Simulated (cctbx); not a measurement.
**Absolute structure of TlGa2FeN2**

Space group P-4m2 (no. 115), a = 3.7270 Å, b = 3.7270 Å, c = 6.2470 Å, α = 90.00°, β = 90.00°, γ = 90.00°.

| atom | mult. | x | y | z | Ueq (Å²) |
| --- | --- | --- | --- | --- | --- |
| Tl1 | 1 | 1/2 | 1/2 | 0 | 0.0065 |
| Ga1 | 2 | 0 | 1/2 | 0.6750 | 0.0075 |
| Fe1 | 1 | 0 | 0 | 0 | 0.0076 |
| N1 | 2 | 0 | 1/2 | 0.2778 | 0.0115 |

This is a model crystal, built by substitution and not relaxed, with assumed displacement parameters.

Data sets are simulated with cctbx and refined with Bijvoet mates kept apart; Flack x is then fitted as the share of an inverted twin with the atoms fixed, Hooft y from the Bijvoet differences. The group is acentric but holds improper operations, so there is an absolute structure (orientation) and no hand.

Untwinned crystal. What Flack and Hooft values should come out?

| λ (Å) | extinction (unmodelled) | d min (Å) | top counts | error (%) | model | R1 | Flack x | s.u. | Hooft y | s.u. | pairs |
| --- | --- | --- | --- | --- | --- | --- | --- | --- | --- | --- | --- |
| 0.71073 | 0.1 | 0.77 | 5000 | 2 | as given | 0.0089 | 0.013 | 0.014 | 0.022 | 0.013 | 49 |
| 0.71073 | 0.1 | 0.77 | 5000 | 2 | inverted | 0.0460 | 1.05 | 0.14 | 1.162 | 0.026 | 49 |
| 1.54184 | 0 | 0.83 | 70000 | 6 | as given | 0.0080 | 0.02 | 0.02 | 0.036 | 0.030 | 38 |

With Mo Kα, x is within 3 s.u. of 0, so the absolute structure is right. With Cu Kα, x is within 3 s.u. of 0, so the absolute structure is right. Inverting the model turns x into about 1 − x.
